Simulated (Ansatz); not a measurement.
# Resistivity from frozen vibrations: Cu(111) with 4 thermally displaced layers, 2x2, part 2 of 2

Wanted: the phonon-limited resistivity of Cu at 800 K by the Landauer route.

Ansatz 0.2.0; Ansatz plane-wave DFT, PBE, PAW files; ballistic transport by layer matching (Landauer), zero bias; PAW set soft_1.

So far. Step 2 (With 4 displaced layers): Over the solved energies the transmission per spin lies between 3.02 and 3.04, out of 3.21 channels of the lead on average (up to 3.21).

## (3) With 8 displaced layers

Each atom of 8 layers is moved at random, by amounts drawn from a normal law 0.1251 Å wide in each direction from the Debye model (343 K) at 800 K. A fresh draw is used; the growth of the resistance with length is what counts.

System of this step: Cu(111) with 8 thermally displaced layers, 2x2. The cell holds 56 atoms: 56 Cu. Its edges and angles: a = 5.112 Å, b = 5.112 Å, c = 29.257 Å, α = 87.5°, β = 92.5°, γ = 120.0°. It derives from Cu. Regions: lead, 24 atoms (24 Cu); scattering region, 32 atoms (32 Cu). The structure is stacked along c, and the current runs across the ab planes.

input.yaml reads:

```yaml
crystal:
  lattice:
    - [5.1123254594, 0.0, 0.0]
    - [-2.5561627297, 4.4274037203, 0.0]
    - [-1.2780813649, 0.73790062, 29.2193738075]
  atoms:
    - { symbol: Cu, position: [0.005952381, 0.994047619, 0.0357142857] }
    - { symbol: Cu, position: [0.005952381, 0.494047619, 0.0357142857] }
    - { symbol: Cu, position: [0.505952381, 0.994047619, 0.0357142857] }
    - { symbol: Cu, position: [0.505952381, 0.494047619, 0.0357142857] }
    - { symbol: Cu, position: [0.1845238095, 0.3154761905, 0.1071428571] }
    - { symbol: Cu, position: [0.1845238095, 0.8154761905, 0.1071428571] }
    - { symbol: Cu, position: [0.6845238095, 0.3154761905, 0.1071428571] }
    - { symbol: Cu, position: [0.6845238095, 0.8154761905, 0.1071428571] }
    - { symbol: Cu, position: [0.3630952381, 0.1369047619, 0.1785714286] }
    - { symbol: Cu, position: [0.3630952381, 0.6369047619, 0.1785714286] }
    - { symbol: Cu, position: [0.8630952381, 0.1369047619, 0.1785714286] }
    - { symbol: Cu, position: [0.8630952381, 0.6369047619, 0.1785714286] }
    - { symbol: Cu, position: [0.0406791174, 0.9741872559, 0.2483725055] }
    - { symbol: Cu, position: [0.0658602728, 0.4864008392, 0.2476703042] }
    - { symbol: Cu, position: [0.5954837706, 0.0033912293, 0.2546200823] }
    - { symbol: Cu, position: [0.5872925334, 0.4877170508, 0.2596531164] }
    - { symbol: Cu, position: [0.2252462335, 0.2793904144, 0.3240108576] }
    - { symbol: Cu, position: [0.1754393742, 0.7365026387, 0.317652134] }
    - { symbol: Cu, position: [0.7349426257, 0.2942254974, 0.3148504421] }
    - { symbol: Cu, position: [0.6695458728, 0.7709627584, 0.3206233818] }
    - { symbol: Cu, position: [0.4079678693, 0.1192845019, 0.3981185639] }
    - { symbol: Cu, position: [0.4123348096, 0.6192848699, 0.3881678875] }
    - { symbol: Cu, position: [0.8738354395, 0.1073916398, 0.3957029886] }
    - { symbol: Cu, position: [0.9255161085, 0.6173802079, 0.3962146895] }
    - { symbol: Cu, position: [0.0719187621, 0.8736308232, 0.4611422834] }
    - { symbol: Cu, position: [0.0958705835, 0.4405584594, 0.4578114845] }
    - { symbol: Cu, position: [0.5997216542, 0.9103846764, 0.463290556] }
    - { symbol: Cu, position: [0.5936504047, 0.4448244399, 0.4581496285] }
    - { symbol: Cu, position: [0.2807191132, 0.2467817854, 0.5324139426] }
    - { symbol: Cu, position: [0.2178708563, 0.6827437462, 0.5329414187] }
    - { symbol: Cu, position: [0.7501519807, 0.2242457977, 0.5343098539] }
    - { symbol: Cu, position: [0.7537727631, 0.7446864028, 0.5400842808] }
    - { symbol: Cu, position: [0.4306259471, 0.0577458029, 0.6094491401] }
    - { symbol: Cu, position: [0.4808653443, 0.5554250614, 0.6093387682] }
    - { symbol: Cu, position: [0.9154052406, 0.1030257528, 0.6099660975] }
    - { symbol: Cu, position: [0.9655609338, 0.5645514632, 0.6026779001] }
    - { symbol: Cu, position: [0.1448071964, 0.9088163524, 0.6748590833] }
    - { symbol: Cu, position: [0.083273511, 0.3997183553, 0.6778375904] }
    - { symbol: Cu, position: [0.6679634148, 0.8699249651, 0.6763083171] }
    - { symbol: Cu, position: [0.586225143, 0.3404891006, 0.6747646812] }
    - { symbol: Cu, position: [0.3296164974, 0.2050551042, 0.7473951013] }
    - { symbol: Cu, position: [0.2692125254, 0.7242664879, 0.7528185911] }
    - { symbol: Cu, position: [0.7926616464, 0.1971174993, 0.7513082027] }
    - { symbol: Cu, position: [0.79182886, 0.6886492313, 0.7526646015] }
    - { symbol: Cu, position: [0.4702380952, 0.0297619048, 0.8214285714] }
    - { symbol: Cu, position: [0.4702380952, 0.5297619048, 0.8214285714] }
    - { symbol: Cu, position: [0.9702380952, 0.0297619048, 0.8214285714] }
    - { symbol: Cu, position: [0.9702380952, 0.5297619048, 0.8214285714] }
    - { symbol: Cu, position: [0.1488095238, 0.8511904762, 0.8928571429] }
    - { symbol: Cu, position: [0.1488095238, 0.3511904762, 0.8928571429] }
    - { symbol: Cu, position: [0.6488095238, 0.8511904762, 0.8928571429] }
    - { symbol: Cu, position: [0.6488095238, 0.3511904762, 0.8928571429] }
    - { symbol: Cu, position: [0.3273809524, 0.1726190476, 0.9642857143] }
    - { symbol: Cu, position: [0.3273809524, 0.6726190476, 0.9642857143] }
    - { symbol: Cu, position: [0.8273809524, 0.1726190476, 0.9642857143] }
    - { symbol: Cu, position: [0.8273809524, 0.6726190476, 0.9642857143] }
kpoints:
  mp_grid: { grid: [5, 5, 1] }
hamiltonian:
  xc: pbe
  pseudopotentials: { kind: paw, azcp: { folder: soft_1 } }
scf:
  occupations: { method: fermi_dirac, width: 0.1 }
output:
  transmission:
    leads: [[0, 4]]
    kmesh: [10, 10]
    e_range: [-0.05, 0.05]
    de: 0.05
  write_potential: true
  write_density: true
  volumetric_format: npy
```

Started as:

```
ansatz run input.yaml --threads 4 --pin off --max-ram 15360MiB --backend cpu --events-out ev --progress --plain --runs-dir out
```

Numbers of over 12 decimals in the logs are rounded to 6 here.

The program printed:

```text
[...]
Crystal: 56 atoms, lattice volume = 661.361 Å³
Basis set: ecut = 420 eV, 12983 PW (Γ)
Bands: 639, of which v1, the nominal top of the filled ones, is band 532 counted from 1 (531 counted from 0)
Symmetry: 1 space group operations
[...]
k-points: 13 of 25 (time reversal used)
[...]
SCF iter   1: F=—  HF=-371055.856027 eV  |F-HF|=—  |Δ(HF+E_count)|=         —  Δρ=2.65e-1  dr2=2.79e2  ethr=3.10e-3  ⟨swp⟩=4.8  Hψ=25234  notcnv=0  defer=30
[...]
SCF iter  14: F=-371005.336128 eV  HF=-371005.336128 eV  |F-HF|=8.44e-8  |Δ(HF+E_count)|=   3.42e-8  Δρ=1.62e-6  dr2=8.73e-8  ethr=9.40e-12  ⟨swp⟩=2.0  Hψ=15292  notcnv=0
SCF 1 converged in 14 iterations: F = -371005.336128 eV  dr2 = 8.73e-8
[...]
transmission: 234 of 2340 steps passed
transmission: 468 of 2340 steps passed
[...]
transmission: 2340 of 2340 steps passed
SCF converged after 14 iterations
Free energy (F): -371005.336128 eV
[...]
Internal energy: -371004.631319 eV  (E = F + TS)
E sigma→0 (E₀):  -371004.983723 eV
Entropy (-TS):   -0.704809 eV (-12.586 meV/atom)
Fermi energy:    16.344274 eV
[...]
--- Band table (eV; the first three rows and the last of 13) ---
  k-point 0: bands = [... 528 lower, 16.3649, 16.6237, 16.6614, 16.8002, 16.8229, 16.9403, 16.9700, 17.0844, ... 103 higher]
  k-point 1: bands = [... 528 lower, 16.0914, 16.2147, 16.2432, 16.2746, 16.3226, 16.4371, 16.4957, 16.5426, ... 103 higher]
  k-point 2: bands = [... 528 lower, 16.1281, 16.1808, 16.2261, 16.2882, 16.3634, 16.4621, 16.5845, 16.6216, ... 103 higher]
  k-point 12: bands = [... 528 lower, 15.6416, 15.7638, 16.0502, 16.3898, 16.5000, 16.7215, 16.7858, 17.0178, ... 103 higher]
--- Transmission ---
  basis      : 199 plane waves across, 45 finite elements along
  points     : 52, standing for a mesh of 10 x 10
[...]
channels       : 3.210000e0 a spin
[...]
junction   : crystal 0 to crystal 0, 0.70 to 27.83 Å
    transmission   : 2.819928e0 a spin
[...]
```

Run time: 14 min. Hardware: 4 threads of Arm Neoverse V2, shared host; peak memory 8.4 GiB.

This step gave:

| Item | Value |
| --- | --- |
| free energy | -371005.3361 eV |
| energy at zero smearing | -371004.9837 eV |
| transmission per spin nearest the Fermi level | 2.820 |
| step of the lead's potential | 5.2 meV |

Per spin. Table of transmission, zone mean by energy, zero at the Fermi level:

| energy (eV) | transmission, zone mean |
| --- | --- |
| -0.0500 | 2.80 |
| 0.0000 | 2.82 |
| 0.0500 | 2.83 |

Over the solved energies the transmission per spin lies between 2.80 and 2.83, out of 3.21 channels of the lead on average (up to 3.21).

## (4) With 12 displaced layers

Each atom of 12 layers is moved at random, by amounts drawn from a normal law 0.1251 Å wide in each direction from the Debye model (343 K) at 800 K. A fresh draw is used; the growth of the resistance with length is what counts.

System of this step: Cu(111) with 12 thermally displaced layers, 2x2. The cell holds 72 atoms: 72 Cu. Cell: a = 5.112 Å, b = 5.112 Å, c = 37.568 Å, α = 90.0°, β = 90.0°, γ = 120.0°. It derives from Cu. Regions: lead, 24 atoms (24 Cu); scattering region, 48 atoms (48 Cu). The structure is stacked along c, and the current runs across the ab planes.

input.yaml reads:

```yaml
crystal:
  lattice:
    - [5.1123254594, 0.0, 0.0]
    - [-2.5561627297, 4.4274037203, 0.0]
    - [0.0, 0.0, 37.567766324]
  atoms:
    - { symbol: Cu, position: [0.0, 0.0, 0.0277777778] }
    - { symbol: Cu, position: [0.0, 0.5, 0.0277777778] }
    - { symbol: Cu, position: [0.5, 0.0, 0.0277777778] }
    - { symbol: Cu, position: [0.5, 0.5, 0.0277777778] }
    - { symbol: Cu, position: [0.1666666667, 0.3333333333, 0.0833333333] }
    - { symbol: Cu, position: [0.1666666667, 0.8333333333, 0.0833333333] }
    - { symbol: Cu, position: [0.6666666667, 0.3333333333, 0.0833333333] }
    - { symbol: Cu, position: [0.6666666667, 0.8333333333, 0.0833333333] }
    - { symbol: Cu, position: [0.3333333333, 0.1666666667, 0.1388888889] }
    - { symbol: Cu, position: [0.3333333333, 0.6666666667, 0.1388888889] }
    - { symbol: Cu, position: [0.8333333333, 0.1666666667, 0.1388888889] }
    - { symbol: Cu, position: [0.8333333333, 0.6666666667, 0.1388888889] }
    - { symbol: Cu, position: [0.9300216385, 0.9635755392, 0.1934323511] }
    - { symbol: Cu, position: [0.980895181, 0.4671006525, 0.1955391417] }
    - { symbol: Cu, position: [0.5322050837, 0.0127454658, 0.195192163] }
    - { symbol: Cu, position: [0.5259826088, 0.5114286078, 0.1906401215] }
    - { symbol: Cu, position: [0.1799543722, 0.3698228436, 0.2462119897] }
    - { symbol: Cu, position: [0.1626933643, 0.8223377215, 0.2470094792] }
    - { symbol: Cu, position: [0.6433402599, 0.3361879248, 0.2510501657] }
    - { symbol: Cu, position: [0.6537981548, 0.7924719452, 0.2490384461] }
    - { symbol: Cu, position: [0.355170779, 0.1934209513, 0.3077951163] }
    - { symbol: Cu, position: [0.3691854897, 0.6976688528, 0.3082993485] }
    - { symbol: Cu, position: [0.8142040494, 0.1683067462, 0.3031806888] }
    - { symbol: Cu, position: [0.7513061194, 0.6191691761, 0.3125119917] }
    - { symbol: Cu, position: [0.9409800429, 0.9366440775, 0.3591634665] }
    - { symbol: Cu, position: [0.0365687629, 0.4987296139, 0.3624700945] }
    - { symbol: Cu, position: [0.492208995, 0.9976481676, 0.3653292531] }
    - { symbol: Cu, position: [0.518260566, 0.4975627588, 0.3640803497] }
    - { symbol: Cu, position: [0.1898640529, 0.3271402805, 0.4175657551] }
    - { symbol: Cu, position: [0.1634433539, 0.8144490481, 0.4204992809] }
    - { symbol: Cu, position: [0.6538263636, 0.3158287664, 0.4110859957] }
    - { symbol: Cu, position: [0.6572524868, 0.8764377707, 0.4128700713] }
    - { symbol: Cu, position: [0.3386579317, 0.1562920883, 0.4739250263] }
    - { symbol: Cu, position: [0.3371046238, 0.6447309085, 0.4712502648] }
    - { symbol: Cu, position: [0.8373831447, 0.1699034835, 0.4721272799] }
    - { symbol: Cu, position: [0.834559906, 0.6844521065, 0.4766083854] }
    - { symbol: Cu, position: [0.0027698221, 0.9790856119, 0.5290963509] }
    - { symbol: Cu, position: [0.008017519, 0.5130444064, 0.5339214033] }
    - { symbol: Cu, position: [0.4946017145, 0.9996749848, 0.5248251645] }
    - { symbol: Cu, position: [0.4848876247, 0.4839173142, 0.5331054756] }
    - { symbol: Cu, position: [0.16602496, 0.3171724424, 0.5897587773] }
    - { symbol: Cu, position: [0.1463334461, 0.8576703106, 0.5867175906] }
    - { symbol: Cu, position: [0.6770223061, 0.3259538623, 0.5829024272] }
    - { symbol: Cu, position: [0.6693679844, 0.8555457165, 0.5755776447] }
    - { symbol: Cu, position: [0.3229691931, 0.1709602086, 0.6369535143] }
    - { symbol: Cu, position: [0.2854231398, 0.6598049668, 0.6363740613] }
    - { symbol: Cu, position: [0.872660619, 0.2061536054, 0.6391199362] }
    - { symbol: Cu, position: [0.783230255, 0.6611228162, 0.6358113949] }
    - { symbol: Cu, position: [0.040588067, 0.0477961251, 0.6955015276] }
    - { symbol: Cu, position: [0.0712044602, 0.5427973423, 0.6967640004] }
    - { symbol: Cu, position: [0.4818996696, 0.0059026217, 0.6899847286] }
    - { symbol: Cu, position: [0.5315384607, 0.506745955, 0.6994359126] }
    - { symbol: Cu, position: [0.1514583657, 0.282349202, 0.7526230864] }
    - { symbol: Cu, position: [0.2185228156, 0.8844569632, 0.747249936] }
    - { symbol: Cu, position: [0.6506790812, 0.3393213097, 0.74697446] }
    - { symbol: Cu, position: [0.6230652814, 0.8064154898, 0.7590902898] }
    - { symbol: Cu, position: [0.3085229366, 0.1414886213, 0.8044506207] }
    - { symbol: Cu, position: [0.3558302352, 0.7061509475, 0.8090524868] }
    - { symbol: Cu, position: [0.8572453066, 0.1708251777, 0.8064183174] }
    - { symbol: Cu, position: [0.8003714913, 0.6269862547, 0.8126799348] }
    - { symbol: Cu, position: [0.0, 0.0, 0.8611111111] }
    - { symbol: Cu, position: [0.0, 0.5, 0.8611111111] }
    - { symbol: Cu, position: [0.5, 0.0, 0.8611111111] }
    - { symbol: Cu, position: [0.5, 0.5, 0.8611111111] }
    - { symbol: Cu, position: [0.1666666667, 0.3333333333, 0.9166666667] }
    - { symbol: Cu, position: [0.1666666667, 0.8333333333, 0.9166666667] }
    - { symbol: Cu, position: [0.6666666667, 0.3333333333, 0.9166666667] }
    - { symbol: Cu, position: [0.6666666667, 0.8333333333, 0.9166666667] }
    - { symbol: Cu, position: [0.3333333333, 0.1666666667, 0.9722222222] }
    - { symbol: Cu, position: [0.3333333333, 0.6666666667, 0.9722222222] }
    - { symbol: Cu, position: [0.8333333333, 0.1666666667, 0.9722222222] }
    - { symbol: Cu, position: [0.8333333333, 0.6666666667, 0.9722222222] }
kpoints:
  mp_grid: { grid: [5, 5, 1] }
hamiltonian:
  xc: pbe
  pseudopotentials: { kind: paw, azcp: { folder: soft_1 } }
scf:
  occupations: { method: fermi_dirac, width: 0.1 }
output:
  transmission:
    leads: [[0, 4]]
    kmesh: [10, 10]
    e_range: [-0.05, 0.05]
    de: 0.05
  write_potential: true
  write_density: true
  volumetric_format: npy
```

The program printed:

```text
[...]
Crystal: 72 atoms, lattice volume = 850.321 Å³
Basis set: ecut = 420 eV, 16727 PW (Γ)
Bands: 821, of which v1, the nominal top of the filled ones, is band 684 counted from 1 (683 counted from 0)
Symmetry: 1 space group operations
[...]
k-points: 13 of 25 (time reversal used)
[...]
SCF iter   1: F=—  HF=-477068.838500 eV  |F-HF|=—  |Δ(HF+E_count)|=         —  Δρ=2.63e-1  dr2=3.55e2  ethr=3.10e-3  ⟨swp⟩=4.7  Hψ=31637  notcnv=0  defer=54
[...]
SCF iter  15: F=-477004.417823 eV  HF=-477004.417823 eV  |F-HF|=2.72e-8  |Δ(HF+E_count)|=   1.08e-8  Δρ=9.08e-7  dr2=2.86e-8  ethr=7.31e-12  ⟨swp⟩=1.0  Hψ=25345  notcnv=0
SCF 1 converged in 15 iterations: F = -477004.417823 eV  dr2 = 2.86e-8
[...]
transmission: 318 of 3172 steps passed
transmission: 639 of 3172 steps passed
[...]
transmission: 3172 of 3172 steps passed
SCF converged after 15 iterations
Free energy (F): -477004.417823 eV
[...]
Internal energy: -477003.604139 eV  (E = F + TS)
E sigma→0 (E₀):  -477004.010981 eV
Entropy (-TS):   -0.813684 eV (-11.301 meV/atom)
Fermi energy:    16.324626 eV
[...]
--- Band table (eV; the first three rows and the last of 13) ---
  k-point 0: bands = [... 680 lower, 16.4330, 16.7463, 16.7641, 16.7923, 16.8146, 16.8776, 16.8939, 17.0528, ... 133 higher]
  k-point 1: bands = [... 680 lower, 16.0816, 16.1354, 16.2450, 16.2972, 16.3648, 16.4224, 16.4857, 16.5144, ... 133 higher]
  k-point 2: bands = [... 680 lower, 16.1360, 16.1848, 16.2046, 16.2706, 16.2984, 16.3381, 16.3932, 16.4585, ... 133 higher]
  k-point 12: bands = [... 680 lower, 15.8785, 15.9600, 15.9879, 16.3143, 16.3449, 16.8164, 16.8374, 16.9128, ... 133 higher]
--- Transmission ---
  basis      : 199 plane waves across, 61 finite elements along
  points     : 52, standing for a mesh of 10 x 10
[...]
channels       : 3.210000e0 a spin
[...]
junction   : crystal 0 to crystal 0, 0.70 to 36.18 Å
    transmission   : 2.615859e0 a spin
[...]
```

It took 27 min on 4 threads; peak memory 7.5 GiB.

This step gave:

- free energy: -477004.4178 eV
- energy at zero smearing: -477004.0110 eV
- Fermi energy: 16.32 eV
- transmission per spin nearest the Fermi level: 2.616
- step of the lead's potential: 4.5 meV

Per spin. The transmission, zone mean by energy, zero at the Fermi level:

| energy (eV) | transmission, zone mean |
| --- | --- |
| -0.0500 | 2.61 |
| 0.0000 | 2.62 |
| 0.0500 | 2.65 |

Over the solved energies the transmission per spin lies between 2.61 and 2.65, out of 3.21 channels of the lead on average (up to 3.21).

## (5) Resistance against length

This step: Ansatz plane-wave DFT, PBE, PAW files; ballistic transport by layer matching (Landauer), zero bias; resistivity from the slope of the area resistance; PAW set soft_1 (Ansatz 0.2.0).

Numbers from this step:

- resistivity: 8.999 µΩ cm
- intercept: -0.02231 fΩ m²
- scatter about the fit: 7.08e-4 fΩ m²

Resistance, by row:

| run | length (Å) | T | channels N | RA (fΩ m²) |
| --- | --- | --- | --- | --- |
| n4 | 8.348 | 3.032 | 3.21 | 0.05332 |
| n8 | 16.7 | 2.817 | 3.21 | 0.1269 |
| n12 | 25.05 | 2.623 | 3.21 | 0.2036 |

The area resistance by length of the displaced region:

| length of the displaced region (Å) | area resistance (fΩ m²) |
| --- | --- |
| 8.35 | 0.0533 |
| 16.70 | 0.127 |
| 25.05 | 0.204 |

The area resistance goes from 0.053 to 0.20 fΩ m² between 8.3 and 25.0 Å, a slope of 9.0 µΩ cm.

By hand from the end points: (0.2036 − 0.05332) fΩ m² / (25.05 − 8.35) Å = 9.0 µΩ cm, since 1 fΩ m² per Å is 1000 µΩ cm.

## (6) Results

```yaml
resistivity_from_the_slope: 9.00 µΩ cm
area_resistance_over_8p35_a: 0.0533 fΩ m²
area_resistance_over_16p7_a: 0.127 fΩ m²
area_resistance_over_25p0_a: 0.204 fΩ m²
```

The slope gives 9.0 µΩ cm. The points scatter by 7.1e-4 fΩ m² about the line, with one random draw a length in a 2x2 cell, so the slope is a rough value. The mean square of the displacements drawn is 0.78, 0.91 and 1.0 of the nominal one at the three lengths; with each resistance scaled back by that, the slope is 7.8 µΩ cm, the value used below. Read with a model of isotropic scattering on a spherical Fermi surface and the lead's 1.1×10¹⁵ S/m², this slope means a mean free path near 99 Å; over these lengths the model's slope is 1.13 times its bulk resistivity, which would be 6.9 µΩ cm. Uncorrelated displacements put too much weight on short waves, which scatter strongly; with the sideways repeat of a small cell, one draw and three short lengths, the method is good to a factor of two or three.

[Logs are printed without paths, hosts, clocks, repeated set-up lines and the standing remarks that a program may print on its own settings, such as how far it seeks lower states.]

[Hosts, paths, dates, database ids (printed as entryN), source tags and the programs' standing remarks are cut or masked in the printed files.]
